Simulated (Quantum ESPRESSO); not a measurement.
**E(M) of Fe3Ge**

Aim: the energy of Fe3Ge as a function of the total spin moment of its primitive cell.

Program: Quantum ESPRESSO 7.5. Level of theory: PBEsol; plane waves with GBRV 1.5 PBEsol potentials, no spin-orbit coupling. Results are calculated unless marked as measured.

## Step 1: Set-up

Symmetry: Pm-3m, No. 221, cubic system. Conventional cell: a = 3.661 Å, b = 3.661 Å, c = 3.661 Å, α = 90.00°, β = 90.00°, γ = 90.00°. Fe has 4 Ge at 2.59 Å and 8 Fe at 2.59 Å nearest. Nearest to Ge lie 12 Fe at 2.59 Å. Farther neighbours are not listed.

The cell comes from Materials Project 2023-11-01, a database of computed structures, and need not be the stable phase.

## Step 2: The free run

The input, pw.in:

```
&CONTROL
  calculation = 'scf'
  prefix = 'pwscf'
  outdir = './tmp'
  pseudo_dir = './pseudo'
  disk_io = 'nowf'
  tprnfor = .true.
  tstress = .true.
/
&SYSTEM
  ibrav = 0
  nat = 4
  ntyp = 2
  ecutwfc = 40
  ecutrho = 280
  nbnd = 45
  occupations = 'smearing'
  smearing = 'fd'
  degauss = 0.00999582
  nspin = 2
  starting_magnetization(1) = 0.175
  starting_magnetization(2) = 0
/
&ELECTRONS
  conv_thr = 8d-09
  electron_maxstep = 150
  mixing_beta = 0.3
/
ATOMIC_SPECIES
Fe     55.8450 fe_pbesol_v1.5.uspp.F.UPF
Ge     72.6300 ge_pbesol_v1.4.uspp.F.UPF
CELL_PARAMETERS angstrom
   3.6605005200    0.0000000000    0.0000000000
   0.0000000000    3.6605005200    0.0000000000
   0.0000000000    0.0000000000    3.6605005200
ATOMIC_POSITIONS crystal
Fe      0.0000000000    0.5000000000    0.5000000000
Fe      0.5000000000    0.5000000000    0.0000000000
Fe      0.5000000000    0.0000000000    0.5000000000
Ge      0.0000000000    0.0000000000    0.0000000000
K_POINTS automatic
8 8 8 0 0 0
```

Run with:

```
> OMP_NUM_THREADS=1 mpirun -n 2 pw.x -nk 2 -in pw.in > pw.out
```

Log:

```text
Program PWSCF v.7.5 starts

     Message from routine setup:
     using ibrav=0 with symmetry is DISCOURAGED, use correct ibrav instead

     K-points division:     npool     =       2
     Subspace diagonalization in iterative solution of the eigenvalue problem:

     G-vector sticks info
     --------------------
     sticks:   dense  smooth     PW     G-vecs:    dense   smooth      PW
     Sum        1069     601    193                26145    11123    2007

     Using Slab Decomposition

     bravais-lattice index     =            0
     lattice parameter (alat)  =       6.9173  a.u.
     unit-cell volume          =     330.9924 (a.u.)^3
     number of atoms/cell      =            4
     number of atomic types    =            2
     number of electrons       =        62.00
     number of Kohn-Sham states=           45
     kinetic-energy cutoff     =      40.0000  Ry
     charge density cutoff     =     280.0000  Ry
     scf convergence threshold =      8.0E-09
     mixing beta               =       0.3000
     number of iterations used =            8  plain     mixing
     Exchange-correlation= SLA  PW   PSX  PSC
                           (   1   4  10   8   0   0   0)

     celldm(1)=   6.917343  celldm(2)=   0.000000  celldm(3)=   0.000000
     celldm(4)=   0.000000  celldm(5)=   0.000000  celldm(6)=   0.000000

     crystal axes: (cart. coord. in units of alat)
               a(1) = (   1.000000   0.000000   0.000000 )
               a(2) = (   0.000000   1.000000   0.000000 )
               a(3) = (   0.000000   0.000000   1.000000 )

     reciprocal axes: (cart. coord. in units 2 pi/alat)
               b(1) = (  1.000000  0.000000  0.000000 )
               b(2) = (  0.000000  1.000000  0.000000 )
               b(3) = (  0.000000  0.000000  1.000000 )

     PseudoPot. # 1 for Fe read from file:
     fe_pbesol_v1.5.uspp.F.UPF
     Pseudo is Ultrasoft + core correction, Zval = 16.0
     Generated by new atomic code, or converted to UPF format
     Using radial grid of  861 points,  6 beta functions with:
                l(1) =   0
                l(2) =   0
                l(3) =   1
                l(4) =   1
                l(5) =   2
                l(6) =   2
     Q(r) pseudized with  8 coefficients,  rinner =    1.000   1.000   1.000
                                                       1.000   1.000

     PseudoPot. # 2 for Ge read from file:
     ge_pbesol_v1.4.uspp.F.UPF
     Pseudo is Ultrasoft + core correction, Zval = 14.0
     Generated by new atomic code, or converted to UPF format
     Using radial grid of  873 points,  6 beta functions with:
                l(1) =   0
                l(2) =   0
                l(3) =   1
                l(4) =   1
                l(5) =   2
                l(6) =   2
     Q(r) pseudized with  8 coefficients,  rinner =    1.400   1.400   1.400
                                                       1.400   1.400

     atomic species   valence    mass     pseudopotential
     Fe               16.00    55.84500     Fe( 1.00)
     Ge               14.00    72.63000     Ge( 1.00)

     Starting magnetic structure
     atomic species   magnetization
     Fe              0.175
     Ge              0.000

     48 Sym. Ops., with inversion, found

   Cartesian axes

     site n.     atom                  positions (alat units)
         1        Fe     tau(   1) = (   0.0000000   0.5000000   0.5000000  )
         2        Fe     tau(   2) = (   0.5000000   0.5000000   0.0000000  )
         3        Fe     tau(   3) = (   0.5000000   0.0000000   0.5000000  )
         4        Ge     tau(   4) = (   0.0000000   0.0000000   0.0000000  )

     number of k points=    35  Fermi-Dirac smearing, width (Ry)=  0.0100
                       cart. coord. in units 2pi/alat
        k(    1) = (   0.0000000   0.0000000   0.0000000), wk =   0.0019531
        k(    2) = (   0.0000000   0.0000000   0.1250000), wk =   0.0117188
        k(    3) = (   0.0000000   0.0000000   0.2500000), wk =   0.0117188
        k(    4) = (   0.0000000   0.0000000   0.3750000), wk =   0.0117188
        k(    5) = (   0.0000000   0.0000000  -0.5000000), wk =   0.0058594
        [... 30 further k-points ...]

     Dense  grid:    26145 G-vectors     FFT dimensions: (  40,  40,  40)

     Smooth grid:    11123 G-vectors     FFT dimensions: (  27,  27,  27)

     Check: negative core charge=   -0.000047
     Generating pointlists ...
     new r_m :   0.2917 (alat units)  2.0177 (a.u.) for type    1
     new r_m :   0.2917 (alat units)  2.0177 (a.u.) for type    2

     Initial potential from superposition of free atoms

     starting charge      58.9992, renormalised to      62.0000
     Starting wfcs are   48 randomized atomic wfcs

     Self-consistent Calculation

     iteration #  1     ecut=    40.00 Ry     beta= 0.30
     Davidson diagonalization with overlap
     ethr =  1.00E-02,  avg # of iterations =  3.3

     total energy              =    -963.34922326 Ry
     estimated scf accuracy    <       3.61450983 Ry

     total magnetization       =     6.25 Bohr mag/cell
     absolute magnetization    =     6.51 Bohr mag/cell

     iteration #  2     ecut=    40.00 Ry     beta= 0.30
     Davidson diagonalization with overlap
     ethr =  5.83E-03,  avg # of iterations =  2.0

     total energy              =    -963.74785110 Ry
     estimated scf accuracy    <       0.43897379 Ry

     total magnetization       =     6.52 Bohr mag/cell
     absolute magnetization    =     6.87 Bohr mag/cell

     iteration #  3     ecut=    40.00 Ry     beta= 0.30
     Davidson diagonalization with overlap
     ethr =  7.08E-04,  avg # of iterations =  2.2

     total energy              =    -963.80166630 Ry
     estimated scf accuracy    <       0.07822294 Ry

     total magnetization       =     6.67 Bohr mag/cell
     absolute magnetization    =     7.03 Bohr mag/cell

     [... further iterations left out ...]

     iteration #  8     ecut=    40.00 Ry     beta= 0.30
     Davidson diagonalization with overlap
     ethr =  1.29E-08,  avg # of iterations =  2.0

     total energy              =    -963.81840384 Ry
     estimated scf accuracy    <       0.00000555 Ry

     total magnetization       =     6.60 Bohr mag/cell
     absolute magnetization    =     7.09 Bohr mag/cell

     iteration #  9     ecut=    40.00 Ry     beta= 0.30
     Davidson diagonalization with overlap
     ethr =  8.95E-09,  avg # of iterations =  2.0

     total energy              =    -963.81840544 Ry
     estimated scf accuracy    <       0.00000036 Ry

     total magnetization       =     6.60 Bohr mag/cell
     absolute magnetization    =     7.09 Bohr mag/cell

     iteration # 10     ecut=    40.00 Ry     beta= 0.30
     Davidson diagonalization with overlap
     ethr =  5.73E-10,  avg # of iterations =  2.0

     total energy              =    -963.81840570 Ry
     estimated scf accuracy    <       0.00000015 Ry

     total magnetization       =     6.60 Bohr mag/cell
     absolute magnetization    =     7.09 Bohr mag/cell

     iteration # 11     ecut=    40.00 Ry     beta= 0.30
     Davidson diagonalization with overlap
     ethr =  2.47E-10,  avg # of iterations =  1.6

     Magnetic moment per site  (integrated on atomic sphere of radius R)
     atom   1 (R=0.292)  charge= 14.6749  magn=  2.2645
     atom   2 (R=0.292)  charge= 14.6749  magn=  2.2645
     atom   3 (R=0.292)  charge= 14.6749  magn=  2.2645
     atom   4 (R=0.292)  charge= 12.2089  magn= -0.1159

     End of self-consistent calculation

     [... lines left out ...]
     the Fermi energy is    17.3652 ev

!    total energy              =    -963.81840588 Ry
     estimated scf accuracy    <          3.7E-09 Ry
     smearing contrib. (-TS)   =      -0.01492863 Ry
     internal energy E=F+TS    =    -963.80347725 Ry

     The total energy is F=E-TS. E is the sum of the following terms:
     one-electron contribution =    -450.47620076 Ry
     hartree contribution      =     269.18973597 Ry
     xc contribution           =    -144.58182746 Ry
     ewald contribution        =    -637.93518501 Ry

     total magnetization       =     6.60 Bohr mag/cell
     absolute magnetization    =     7.09 Bohr mag/cell

     convergence has been achieved in  11 iterations

     Forces acting on atoms (cartesian axes, Ry/au):

     atom    1 type  1   force =     0.00000000    0.00000000    0.00000000
     atom    2 type  1   force =     0.00000000    0.00000000    0.00000000
     atom    3 type  1   force =     0.00000000    0.00000000    0.00000000
     atom    4 type  2   force =     0.00000000    0.00000000    0.00000000

     Total force =     0.000000     Total SCF correction =     0.000000

     Computing stress (Cartesian axis) and pressure

          total   stress  (Ry/bohr**3)                   (kbar)     P=     -104.68
  -0.00071161   0.00000000   0.00000000         -104.68        0.00        0.00
   0.00000000  -0.00071161   0.00000000            0.00     -104.68        0.00
   0.00000000   0.00000000  -0.00071161            0.00        0.00     -104.68

=------------------------------------------------------------------------------=
   JOB DONE.
=------------------------------------------------------------------------------=
```

Elapsed: 39 s, on 2 MPI ranks of Arm Neoverse V2, shared host; peak memory 0.22 GiB; 78 s of CPU time.

Spin moment in the atom's sphere by atom:

```
atom  spin moment in the atom's sphere (μB)
 Fe1                                   2.26
 Fe2                                   2.26
 Fe3                                   2.26
 Ge4                                  -0.12
```

This step gave:

| Property | Result |
| --- | --- |
| smearing term TS | 0.2031 eV |
| pressure | -10.47 GPa |
| magnetization | 6.598 μB |
| absolute magnetization | 7.094 μB |
| final state | ferromagnetic |

## Step 3: Moment fixed at 0 μB

The two spin channels are filled to separate Fermi energies, so that the total moment meets the target. Half of the up one less the down one is the slope dE/dM.

Edit pw.in of step 2 so:

```diff
@@ -20,4 +20,5 @@
   nspin = 2
-  starting_magnetization(1) = 0.175
+  starting_magnetization(1) = 0.0088
   starting_magnetization(2) = 0
+  tot_magnetization = 0
 /
```

Log:

```text
     [... lines left out ...]
Program PWSCF v.7.5 starts
     [... lines left out ...]
     number of atoms/cell      =            4
     [... lines left out ...]
     number of electrons       =        62.00 (up:  31.00, down:  31.00)
     number of Kohn-Sham states=           45
     kinetic-energy cutoff     =      40.0000  Ry
     charge density cutoff     =     280.0000  Ry
     scf convergence threshold =      8.0E-09
     [... lines left out ...]
     48 Sym. Ops., with inversion, found
     [... lines left out ...]
     number of k points=    35  Fermi-Dirac smearing, width (Ry)=  0.0100
     [... lines left out ...]
     iteration # 11     ecut=    40.00 Ry     beta= 0.30
     [... lines left out ...]
     Magnetic moment per site  (integrated on atomic sphere of radius R)
     atom   1 (R=0.292)  charge= 14.6895  magn=  0.0000
     atom   2 (R=0.292)  charge= 14.6895  magn=  0.0000
     atom   3 (R=0.292)  charge= 14.6895  magn=  0.0000
     atom   4 (R=0.292)  charge= 12.1762  magn= -0.0000
     [... lines left out ...]
     the spin up/dw Fermi energies are    16.8232   16.8233 ev
!    total energy              =    -963.73197428 Ry
     estimated scf accuracy    <          3.9E-09 Ry
     smearing contrib. (-TS)   =      -0.04700765 Ry
     [... lines left out ...]
     total magnetization       =    -0.00 Bohr mag/cell
     absolute magnetization    =     0.00 Bohr mag/cell
     convergence has been achieved in  11 iterations
     [... lines left out ...]
     Total force =     0.000000     Total SCF correction =     0.000000
     [... lines left out ...]
          total   stress  (Ry/bohr**3)                   (kbar)     P=     -233.62
     [... lines left out ...]
```

Wall time 38 s (2 MPI ranks); peak memory 0.26 GiB; 77 s of CPU time.

Read from the output:

```
magnetization                                 : 0 μB
absolute magnetization                        : 0 μB
half the difference of the two Fermi energies : -0.1 meV
largest moment                                : 0 μB
```

## Step 4: Moment fixed at 1.484 μB

Edit pw.in of step 3 so:

```diff
@@ -15,3 +15,3 @@
   ecutrho = 280
-  nbnd = 45
+  nbnd = 46
   occupations = 'smearing'
@@ -20,5 +20,5 @@
   nspin = 2
-  starting_magnetization(1) = 0.0088
+  starting_magnetization(1) = 0.0309
   starting_magnetization(2) = 0
-  tot_magnetization = 0
+  tot_magnetization = 1.484
 /
```

Log:

```text
     [... lines left out ...]
Program PWSCF v.7.5 starts
     [... lines left out ...]
     number of atoms/cell      =            4
     [... lines left out ...]
     number of electrons       =        62.00 (up:  31.74, down:  30.26)
     number of Kohn-Sham states=           46
     kinetic-energy cutoff     =      40.0000  Ry
     charge density cutoff     =     280.0000  Ry
     scf convergence threshold =      8.0E-09
     [... lines left out ...]
     48 Sym. Ops., with inversion, found
     [... lines left out ...]
     number of k points=    35  Fermi-Dirac smearing, width (Ry)=  0.0100
     [... lines left out ...]
     iteration # 14     ecut=    40.00 Ry     beta= 0.30
     [... lines left out ...]
     Magnetic moment per site  (integrated on atomic sphere of radius R)
     atom   1 (R=0.292)  charge= 14.6888  magn=  0.5176
     atom   2 (R=0.292)  charge= 14.6888  magn=  0.5176
     atom   3 (R=0.292)  charge= 14.6888  magn=  0.5176
     atom   4 (R=0.292)  charge= 12.1779  magn= -0.0367
     [... lines left out ...]
     the spin up/dw Fermi energies are    16.6916   16.9846 ev
!    total energy              =    -963.74015207 Ry
     estimated scf accuracy    <          3.9E-09 Ry
     smearing contrib. (-TS)   =      -0.04424567 Ry
     [... lines left out ...]
     total magnetization       =     1.48 Bohr mag/cell
     absolute magnetization    =     1.65 Bohr mag/cell
     convergence has been achieved in  14 iterations
     [... lines left out ...]
     Total force =     0.000000     Total SCF correction =     0.000000
     [... lines left out ...]
          total   stress  (Ry/bohr**3)                   (kbar)     P=     -228.24
     [... lines left out ...]
```

The job ended after 49 s (2 MPI ranks; peak memory 0.27 GiB; 98 s of CPU time).

Spin moment in the atom's sphere by atom:

```
atom  spin moment in the atom's sphere (μB)
 Fe1                                  0.518
 Fe2                                  0.518
 Fe3                                  0.518
 Ge4                                 -0.037
```

This step gave:

```yaml
magnetization: 1.484 μB
absolute_magnetization: 1.647 μB
half_the_difference_of_the_two_fermi_energies: -146.5 meV
```

## Step 5: Moment fixed at 2.969 μB

Edit pw.in of step 4 so:

```diff
@@ -15,3 +15,3 @@
   ecutrho = 280
-  nbnd = 46
+  nbnd = 47
   occupations = 'smearing'
@@ -20,5 +20,5 @@
   nspin = 2
-  starting_magnetization(1) = 0.0309
+  starting_magnetization(1) = 0.0619
   starting_magnetization(2) = 0
-  tot_magnetization = 1.484
+  tot_magnetization = 2.969
 /
```

Log:

```text
     [... lines left out ...]
Program PWSCF v.7.5 starts
     [... lines left out ...]
     number of atoms/cell      =            4
     [... lines left out ...]
     number of electrons       =        62.00 (up:  32.48, down:  29.52)
     number of Kohn-Sham states=           47
     kinetic-energy cutoff     =      40.0000  Ry
     charge density cutoff     =     280.0000  Ry
     scf convergence threshold =      8.0E-09
     [... lines left out ...]
     48 Sym. Ops., with inversion, found
     [... lines left out ...]
     number of k points=    35  Fermi-Dirac smearing, width (Ry)=  0.0100
     [... lines left out ...]
     iteration # 13     ecut=    40.00 Ry     beta= 0.30
     [... lines left out ...]
     Magnetic moment per site  (integrated on atomic sphere of radius R)
     atom   1 (R=0.292)  charge= 14.6857  magn=  1.0281
     atom   2 (R=0.292)  charge= 14.6857  magn=  1.0281
     atom   3 (R=0.292)  charge= 14.6857  magn=  1.0281
     atom   4 (R=0.292)  charge= 12.1832  magn= -0.0664
     [... lines left out ...]
     the spin up/dw Fermi energies are    16.6389   17.1358 ev
!    total energy              =    -963.76236345 Ry
     estimated scf accuracy    <          7.9E-10 Ry
     smearing contrib. (-TS)   =      -0.03643179 Ry
     [... lines left out ...]
     total magnetization       =     2.97 Bohr mag/cell
     absolute magnetization    =     3.25 Bohr mag/cell
     convergence has been achieved in  13 iterations
     [... lines left out ...]
     Total force =     0.000000     Total SCF correction =     0.000000
     [... lines left out ...]
          total   stress  (Ry/bohr**3)                   (kbar)     P=     -211.01
     [... lines left out ...]
```

Elapsed: 47 s, on 2 MPI ranks; peak memory 0.23 GiB; 94 s of CPU time.

This step gave:

```yaml
magnetization: 2.969 μB
absolute_magnetization: 3.251 μB
half_the_difference_of_the_two_fermi_energies: -248.5 meV
largest_moment: 1.028 μB
```

## Step 6: E(M)

The runs not shown differ in the target, the start and the number of states alone. The point at 6.60 μB is the free run, entered with slope zero.

The energy over the lowest by total spin moment:

```
total spin moment (μB a cell)  energy over the lowest (meV a cell)
                         0.00                                 1176
                         1.48                                 1065
                         2.97                                  762
                         4.45                                  379
                         5.94                                 55.9
                         6.60                                    0
                         7.42                                 77.6
                         8.91                                  717
```

The dE/dM by total spin moment:

```
total spin moment (μB a cell)  dE/dM (meV/μB)
                         0.00         -0.0546
                         1.48            -147
                         2.97            -248
                         4.45            -250
                         5.94            -158
                         6.60               0
                         7.42             187
                         8.91             744
```

Table of largest site moment by total spin moment:

```
total spin moment (μB a cell)  largest site moment (μB)
                         0.00                    3.4e-5
                         1.48                     0.518
                         2.97                      1.03
                         4.45                      1.53
                         5.94                      2.05
                         6.60                      2.26
                         7.42                      2.51
                         8.91                      2.91
```

## Step 7: Summary of results

| Item | Value |
| --- | --- |
| moment of the free run | 6.60 μB a cell |
| energy at zero total moment | 1176 meV a cell over the lowest |
| ΔE/ΔM² from the lowest point to 7.42 and to 5.94 μB | 114 and 129 meV/μB² |

In words: At zero total moment the site moments vanish, so the 1176 meV a cell is the energy of forming them. The points show one minimum alone. All runs start parallel; opposed orders may lie lower. Energies are free energies at an electronic temperature of 1580 K, which lowers moments and differences where the moments are itinerant.

[Logs and program files are shortened in this print: banners, set-up blocks, solver, clock and traceback lines can be left out without a mark of their own.]

[Logs are printed without paths, hosts, clocks, repeated set-up lines and the standing remarks that a program may print on its own settings, such as how far it seeks lower states.]

[Hosts, paths, dates, database ids (printed as entryN), source tags and the programs' standing remarks are cut or masked in the printed files.]

[Where a cell is said to come from a database of computed structures, the database is the Materials Project.]
